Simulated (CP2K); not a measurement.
Two runs for the N K edge of 2-methylpyrrole. Run A: CP2K XAS_TDP, all-electron GAPW, PBEh(45%), aug-cc-pVDZ, TDA, no relativity. Run B differs in one setting.

First lines with a strength over 0.0015. A:

```csv
atom,energy (eV),states,"strength, one atom"
N6 (bonded to 2 C and H),398.32,1,0.0325
,398.91,1,0.0147
,400.73,1,0.0019
,402.04,1,0.0030
,402.45,1,0.0022
```

B:

| atom | energy (eV) | states | strength, one atom |
| --- | --- | --- | --- |
| N6 (bonded to 2 C and H) | 391.24 | 1 | 0.0248 |
|  | 391.37 | 1 | 0.0072 |
|  | 394.40 | 1 | 0.0027 |
|  | 394.89 | 1 | 0.0021 |
|  | 395.40 | 1 | 0.0019 |

**Question.** Which was it: scalar relativity switched on, GW2X switched on, the functional, the basis?

The functional (functional from PBEh(45%) to PBE0; the lines alone don't name the new value). A functional moves all lines by electronvolts and changes their spacings and strengths. Against PBEh(45%) in aug-cc-pVDZ, the leading line moves by -7.08 eV, to 391.24 eV; the strength of N6's goes from 0.0325 to 0.0248. The next line of N6 over the strength cut lies 0.13 eV higher, against 0.59.

[Banner, clock and machine lines of the logs are left out without a mark of their own.]

[Logs are printed without paths, hosts, clocks, repeated set-up lines and the standing remarks that a program may print on its own settings, such as how far it seeks lower states.]

[Hosts, paths, dates, database ids (printed as entryN), source tags and the programs' standing remarks are cut or masked in the printed files.]
